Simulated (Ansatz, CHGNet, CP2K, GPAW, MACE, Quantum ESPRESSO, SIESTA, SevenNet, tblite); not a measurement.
**Other levels on NaH9C4O7 (P-1) (84 atoms)**

The cell holds 84 atoms: 4 Na, 36 H, 16 C and 28 O. Cell: a = 11.912 Å, b = 6.392 Å, c = 11.230 Å, α = 104.2°, β = 91.5°, γ = 100.2°. It derives from NaH9C4O7 (P-1), repeated 2×1×1. NaH9C4O7, space group P-1, structure from the Crystallography Open Database, 2 x 1 x 1 conventional cells; positions as listed; bonds to H set to neutron lengths (C-H 1.089, N-H 1.015, O-H 0.983, B-H 1.19 Å) where the listed ones are shorter. Then every atom was moved at random, 0.02 Å r.m.s. a Cartesian component (hydrogen 0.6 of that).

Geometry: as built.

The reference, a calculation:

```
method                                           : Kohn-Sham DFT, PBE, SSSP efficiency 1.3.0 pseudopotentials, plane waves (Quantum ESPRESSO 7.5); sssp-pbe-1.3.0-efficiency, cutoffs 60/480 Ry, Γ point
r.m.s. force component                           : 1.132 eV/Å
longest force                                    : 7.175 eV/Å
pressure                                         : 3.261 GPa
gap (highest filled to lowest empty level) : 2.909 eV
time                                             : 93 s on 2 MPI ranks of Arm Neoverse V2, shared host
CPU time                                         : 3.1 min
```

Q: Estimate the differences from the reference, the CPU time and the memory of each run.
- CP2K PBE, TZVP-UZH, 800/50 Ry, diagonalisation (CP2K 2026.2; 4 MPI ranks)
- GPAW PBE, LCAO sz(dzp), h 0.18 Å (GPAW 26.7.0; 1 thread)
- CP2K PBE, SZV-MOLOPT-SR, 800/50 Ry, TRS4 filter 1e-03, SCF 1e-04 (CP2K 2026.2; 1 thread)
- CP2K PBE+rVV10L, DZVP-UZH, 800/50 Ry, diagonalisation (CP2K 2026.2; 4 MPI ranks)
- CHGNet 0.3.0 potential (CHGNet 0.3.0; 1 thread)
- MACE MP-0b2 small potential (MACE MP-0b2 small; 1 thread)
- SevenNet 0 potential (SevenNet 0; 1 thread)
- GPAW PBE, LCAO dzp, h 0.18 Å (GPAW 26.7.0; 1 thread)
- CP2K PBE, DZVP-UZH, 280/50 Ry, diagonalisation (CP2K 2026.2; 2 threads)
- QE PBE+D3(BJ), sssp-1.3.0-efficiency, 60/480 Ry (Quantum ESPRESSO 7.5; 2 MPI ranks)

Differences are against the plane-wave reference, forces as r.m.s. over components; share is that over the reference's r.m.s. force, slope the least-squares factor from reference forces to these. Total energies of different programs have different zeros and aren't compared.

| run | Δ force, r.m.s. (meV/Å) | share (%) | slope | Δ pressure (GPa) | Δ gap (eV) | cores | CPU time | memory (GiB) |
| --- | --- | --- | --- | --- | --- | --- | --- | --- |
| reference | - | - | - | - | - | 2 | 3.1 min | 1.5 |
| CP2K PBE, TZVP-UZH, 800/50 Ry, diagonalisation | 172 | 15.2 | 1.052 | 1.34 | 0.0138 | 4 | 7.1 min | 4.5 |
| GPAW PBE, LCAO sz(dzp), h 0.18 Å (coarse) | 2886 | 255 | 1.821 | - | -1.18 | 1 | 32 s | 0.7 |
| CP2K PBE, SZV-MOLOPT-SR, 800/50 Ry, TRS4 filter 1e-03, SCF 1e-04 (coarse) | 3135 | 277 | 1.610 | 12.0 | - | 1 | 43 s | 1.7 |
| CP2K PBE+rVV10L, DZVP-UZH, 800/50 Ry, diagonalisation | 244 | 21.6 | 1.086 | 1.06 | -0.0067 | 4 | 13 min | 8.2 |
| CHGNet 0.3.0 potential | 201 | 17.7 | 0.920 | -0.313 | - | 1 | 3.9 s | 1.4 |
| MACE MP-0b2 small potential | 230 | 20.3 | 1.046 | -0.260 | - | 1 | 5.7 s | 0.67 |
| SevenNet 0 potential | 223 | 19.7 | 0.949 | 0.213 | - | 1 | 7.3 s | 1.1 |
| GPAW PBE, LCAO dzp, h 0.18 Å | 455 | 40.2 | 1.151 | - | -0.0151 | 1 | 79 s | 0.89 |
| CP2K PBE, DZVP-UZH, 280/50 Ry, diagonalisation (coarse) | 604 | 53.3 | 1.083 | 1.82 | 0.0055 | 2 | 5.2 min | 0.95 |
| QE PBE+D3(BJ), sssp-1.3.0-efficiency, 60/480 Ry | 4.94 | 0.437 | 0.999 | -1.19 | 0 | 2 | 3.2 min | 1.6 |

Rows marked coarse were listed beforehand as settings not expected to be converged; some can still land near the reference.

Times of the machine-learned potentials are mostly Python's start and the loading of weights.

CPU time is summed over cores on a shared host, where runs went side by side, so it is rough. Symmetry, cutoffs, thresholds, outputs and thread counts weren't matched or tuned between programs; memory under MPI is the largest rank's times the ranks.

The PBE runs in local orbitals, coarse settings apart, differ by 15 % (CP2K PBE, TZVP-UZH, 800/50 Ry, diagonalisation) to 40 % (GPAW PBE, LCAO dzp, h 0.18 Å); basis, grid and potentials can all enter. Machine-learned potentials differ by 18 % (CHGNet 0.3.0 potential) to 20 % (MACE MP-0b2 small potential); they were trained on other programs' data. In the reference's own program, potentials and cutoffs, a change of model alone moves forces by 0.44 % (QE PBE+D3(BJ), sssp-1.3.0-efficiency, 60/480 Ry). Other rows with another functional or a dispersion term differ by 22 % (CP2K PBE+rVV10L, DZVP-UZH, 800/50 Ry, diagonalisation), which mixes the change of model with differences of basis and potentials. With short bonds to hydrogen, sets of potentials differ among themselves by several per cent in forces even at converged cutoffs, so the reference isn't exact here either. Machine-learned potentials mimic data converged in k, so the reference's own k-point error enters their differences. The published positions, changed by the recipe (random displacements or longer bonds to H), lie far from the minimum at this level of theory. The electronic-structure runs sample only Γ, in a cell whose shortest periodic width is 6 Å.

[Logs are printed without paths, hosts, clocks, repeated set-up lines and the standing remarks that a program may print on its own settings, such as how far it seeks lower states.]

[Hosts, paths, dates, database ids (printed as entryN), source tags and the programs' standing remarks are cut or masked in the printed files.]
